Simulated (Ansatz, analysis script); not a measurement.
## Free-standing square Mo monolayer, spacing 3.288 Å: E(q) by the generalised Bloch theorem

Aim: the energy of a free-standing square Mo monolayer, spacing 3.288 Å as its moments wind into spirals of wavevector q.

Calculated with Ansatz 0.2.0; PBEsol, PAW set soft_1 (files made for PBE).

Most raw output is cut from this account.

## 1. Set-up

The cell holds 1 atom: 1 Mo. Its edges and angles: a = 3.288 Å, b = 3.288 Å, c = 14.000 Å, α = 90.0°, β = 90.0°, γ = 90.0°. An idealised lattice of chosen spacing, in vacuum. Vacuum lies along c.

## 2. Two spin channels first

First a free collinear run, to see which state the typed moments lead to.

Contents of input.yaml:

```yaml
crystal:
  lattice:
    - [3.288, 0.0, 0.0]
    - [0.0, 3.288, 0.0]
    - [0.0, 0.0, 14.0]
  atoms:
    - { symbol: Mo, position: [0.0, 0.0, 0.5], spin: 1.0 }
magnetization:
  spin_polarized: true
kpoints:
  mp_grid: { grid: [8, 8, 1] }
hamiltonian:
  xc: pbesol
  pseudopotentials: { kind: paw, azcp: { folder: soft_1 }, xc_functional: pbe }
scf:
  occupations: { method: fermi_dirac, width: 0.05 }
  max_iter: 120
  convergence: { dr2_threshold: 1.0e-08 }
  lower_state_search: "off"
output:
  write_density: true
  write_potential: true
  elf: true
  volumetric_format: npy
```

On the command line:

```console
$ ansatz run input.yaml --threads 4 --pin off --max-ram 8192MiB --backend cpu --events-out ev --progress --plain --runs-dir out
```

The job ended after 2.4 s (4 threads of Arm Neoverse V1, shared host; peak memory 0.36 GiB; 6.8 s of CPU time).

Spin moment in the atom's sphere by atom:

```tsv
atom	spin moment in the atom's sphere (μB)
Mo1	3.09
```

The run ends ferromagnetic, with a net moment of 3.77 μB a cell. With one Mo atom carrying the moment, parallel order of its images is forced by the cell, not found.

Spin density in the ca plane at fractional y = 0.000, with atoms of Mo within 0.2 Å of it.

Values in e/Å³, 5 rows by 16 columns, each cell a mean:
```
0.00 0.00 0.00 0.00 0.00 0.01 0.11 0.57 0.63 0.19 0.02 0.00 0.00 0.00 0.00 0.00
0.00 0.00 0.00 0.00 0.00 0.01 0.04 0.14 0.15 0.06 0.01 0.00 0.00 0.00 0.00 0.00
0.00 0.00 0.00 0.00 0.00 0.00 0.02 0.05 0.05 0.03 0.01 0.00 0.00 0.00 0.00 0.00
0.00 0.00 0.00 0.00 0.00 0.01 0.06 0.24 0.27 0.09 0.01 0.00 0.00 0.00 0.00 0.00
0.00 0.00 0.00 0.00 0.00 0.01 0.13 0.66 0.73 0.22 0.02 0.00 0.00 0.00 0.00 0.00
```
Columns run along c (14.0 Å), rows up along a (3.3 Å). Atoms in or near the plane, at fractional coordinates: Mo at (0.50, 0.00).

Valence density in the ca plane at fractional y = 0.000, with atoms of Mo within 0.2 Å of it. It is the smooth field of the valence electrons, not physical close to the nuclei.

Values in e/Å³, 5 rows by 16 columns, each cell a mean:
```
0.0 0.0 0.0 0.0 0.0 0.0 0.1 2.8 3.8 0.3 0.0 0.0 0.0 0.0 0.0 0.0
0.0 0.0 0.0 0.0 0.0 0.0 0.1 0.4 0.5 0.1 0.0 0.0 0.0 0.0 0.0 0.0
0.0 0.0 0.0 0.0 0.0 0.0 0.0 0.1 0.2 0.1 0.0 0.0 0.0 0.0 0.0 0.0
0.0 0.0 0.0 0.0 0.0 0.0 0.1 0.8 1.1 0.1 0.0 0.0 0.0 0.0 0.0 0.0
0.0 0.0 0.0 0.0 0.0 0.0 0.2 3.6 4.9 0.4 0.0 0.0 0.0 0.0 0.0 0.0
```
Columns run along c (14.0 Å), rows up along a (3.3 Å). Atoms in or near the plane, at fractional coordinates: Mo at (0.50, 0.00).

ELF in the ca plane at fractional y = 0.000, with atoms of Mo within 0.2 Å of it. It is the smooth field of the valence electrons, not physical close to the nuclei.

Ten even steps from '0' (0.00) to '9' (0.70), each cell a mean:
```
0000000000001234579989865431000000000000
0000000000000134457998644321000000000000
0000000000000123334454333210000000000000
0000000000000012344444433210000000000000
0000000000000012344554432110000000000000
0000000000000112333443333210000000000000
0000000000000123445776444321000000000000
0000000000001234468999754431000000000000
0000000000001234579869965432000000000000
```
Columns run along c (14.0 Å), rows up along a (3.3 Å). Atoms in or near the plane, at fractional coordinates: Mo at (0.50, 0.00).

## 3. Denser mesh

Levels at the Fermi energy are partly filled, so moments and energy differences can hang on the k-mesh, and the state is solved again on a denser one.

input.yaml, the sections that differ from step 2:

```yaml
crystal:
  lattice:
    - [3.288, 0.0, 0.0]
    - [0.0, 3.288, 0.0]
    - [0.0, 0.0, 14.0]
  atoms:
    - { symbol: Mo, position: [0.0, 0.0, 0.5], spin: 3.09 }
kpoints:
  mp_grid: { grid: [16, 16, 1] }
basis:
  ecutwfc: 420.0
checkpoint:
  read: start
  write: ck
  compress: false
  write_wavefunctions: false
  write_every: 100000
# magnetization, hamiltonian, scf: as in step 2
# output: removed
```

Wall time 2.8 s (4 threads); peak memory 0.45 GiB.

Spin moment in the atom's sphere by atom:

```tsv
atom	spin moment in the atom's sphere (μB)
Mo1	3.18
```

The run ends ferromagnetic, with a net moment of 3.87 μB a cell, against 3.77 μB on the first mesh.

Each spiral starts from these moments, tilted 90° from the rotation axis z (a flat spiral); sizes are free, while the program holds flat spirals in their plane. Spin–orbit coupling is switched off, so the energy does not depend on how the axis lies in the crystal. The folder named start holds the saved collinear state, from which each run begins.

## 4. q = (0, 0, 0)

The reference is the same input at q = 0, so that basis and exchange-correlation form match those at other q. Every q is chosen so that q/2 is a mesh vector: every spiral then samples the k-points of q = 0, and much mesh noise cancels.

input.yaml, the sections that differ from step 3:

```yaml
crystal:
  lattice:
    - [3.288, 0.0, 0.0]
    - [0.0, 3.288, 0.0]
    - [0.0, 0.0, 14.0]
  atoms:
    - { symbol: Mo, position: [0.0, 0.0, 0.5], spin: 3.18, spin_axis: [1.0, 0.0, 0.0] }
magnetization:
  noncollinear: true
  spin_spiral: { q: [0.0, 0.0, 0.0] }
checkpoint:
  read: start
# kpoints, hamiltonian, scf, basis: as in step 3
```

On the command line:

```console
$ ansatz run input.yaml --threads 1 --pin off --max-ram 2048MiB --backend cpu --events-out ev --progress --plain --runs-dir out
```

It took 17 s on 1 thread; peak memory 0.56 GiB.

The largest moment is 3.18 μB, against 3.18 μB in the collinear run.

## 5. q = (0, 0.25, 0)

Only q changes. The cell stays that of the crystal, since the generalised Bloch theorem carries the rotation from cell to cell.

input.yaml, as its differences from that of step 4:

```diff
@@ -21,3 +21,3 @@
   noncollinear: true
-  spin_spiral: { q: [0.0, 0.0, 0.0] }
+  spin_spiral: { q: [0.0, 0.25, 0.0] }
 checkpoint:
```

It took 59 s on 1 thread; peak memory 0.78 GiB.

The energy of the cell lies 146 meV below that at q = 0, and the largest moment is 3.56 μB against 3.18 μB.

## 6. q = (0, 0.5, 0)

input.yaml, as its differences from that of step 5:

```diff
@@ -21,3 +21,3 @@
   noncollinear: true
-  spin_spiral: { q: [0.0, 0.25, 0.0] }
+  spin_spiral: { q: [0.0, 0.5, 0.0] }
 checkpoint:
```

It took 58 s on 1 thread; peak memory 0.79 GiB.

The energy of the cell lies 341 meV below that at q = 0, and the largest moment is 3.70 μB against 3.18 μB.

## 7. q = (0.25, 0.5, 0)

input.yaml, as its differences from that of step 6:

```diff
@@ -21,3 +21,3 @@
   noncollinear: true
-  spin_spiral: { q: [0.0, 0.5, 0.0] }
+  spin_spiral: { q: [0.25, 0.5, 0.0] }
 checkpoint:
```

Elapsed: 90 s, on 1 thread; peak memory 1.1 GiB.

The energy of the cell lies 441 meV below that at q = 0, and the largest moment is 3.68 μB against 3.18 μB.

## 8. q = (0.5, 0.5, 0)

input.yaml, as its differences from that of step 7:

```diff
@@ -21,3 +21,3 @@
   noncollinear: true
-  spin_spiral: { q: [0.25, 0.5, 0.0] }
+  spin_spiral: { q: [0.5, 0.5, 0.0] }
 checkpoint:
```

Wall time 51 s (1 thread); peak memory 0.77 GiB.

The energy of the cell lies 557 meV below that at q = 0, and the largest moment is 3.60 μB against 3.18 μB.

2 more runs differ from these in the same keys alone and are tabled below.

## 9. E(q)

```tsv
q (reciprocal lattice)	path length (1/Å)	E(q) − E(0) (meV a magnetic atom)	|m| Mo no. 1 (μB)
(0, 0, 0)	0.000	0.00	3.18
(0, 0.25, 0)	0.478	-146.11	3.56
(0, 0.5, 0)	0.955	-341.36	3.70
(0.25, 0.5, 0)	1.433	-441.06	3.68
(0.5, 0.5, 0)	1.911	-557.24	3.60
(0.375, 0.375, 0)	2.249	-465.57	3.64
(0.125, 0.125, 0)	2.924	-76.32	3.45
(0, 0, 0)	3.262	0.00	3.18
```

## 10. Fit by Heisenberg shells

For rigid moments E(q) is a sum of cosines over neighbour shells, so a fit gives the couplings, and from them an ordering temperature.

E = −Σ J e·e over ordered pairs (each pair twice, J > 0 for parallel moments) is fitted to 6 points (copies by symmetry counted).

The fitted shells:

```tsv
pair	distance (Å)	neighbours a magnetic atom	J (meV)
Mo-Mo	3.288	4	-69.8
Mo-Mo	4.65	4	-7.98
Mo-Mo	6.576	4	5.216
```

Numbers from this step:

| Property | Result |
| --- | --- |
| r.m.s. miss of the fit | 5.605 meV |
| ordering temperature, mean field | 2074 K |
| wavevector of the mean-field order | 0.5, 0.5, 0 reciprocal lattice |

## 11. What came out

```json
{
 "lowest point of the path": "q = (0.5, 0.5, 0), -557 meV a magnetic atom from q = 0",
 "highest point": "0 meV a magnetic atom",
 "J of the nearest shell": "-69.8 meV",
 "mean-field temperature": "2074 K"
}
```

What this shows: The state at q = (0.5, 0.5, 0) lies 557 meV a magnetic atom below the ferromagnetic start, so that start is not the lowest state; a flat spiral with q made of halves, on one magnetic atom a cell, is a collinear order of a doubled cell. The moments change by at most 17 % from their size at q = 0, a modest change. The fit misses by 1.0 % of the energy range, so the shells describe the path well, though few points can't fix distant couplings. In a sheet or chain isotropic couplings alone give no order above 0 K (Mermin and Wagner), so the mean-field number is only an energy scale. The temperatures are those of classical unit spins, and mean field runs high. The 7 spiral runs took 6.2 min of wall time, added up. Energies are free energies at a smearing of 0.05 eV, and with partly filled levels differences shift, at times strongly, as the smearing goes to zero. The cell was taken as built, with atoms unrelaxed. In doubt: the program's search for lower states was switched off, so a lower magnetic state than those reached may exist.

[Logs and program files are shortened in this print: banners, set-up blocks, solver, clock and traceback lines can be left out without a mark of their own.]

[Logs are printed without paths, hosts, clocks, repeated set-up lines and the standing remarks that a program may print on its own settings, such as how far it seeks lower states.]

[Hosts, paths, dates, database ids (printed as entryN), source tags and the programs' standing remarks are cut or masked in the printed files.]
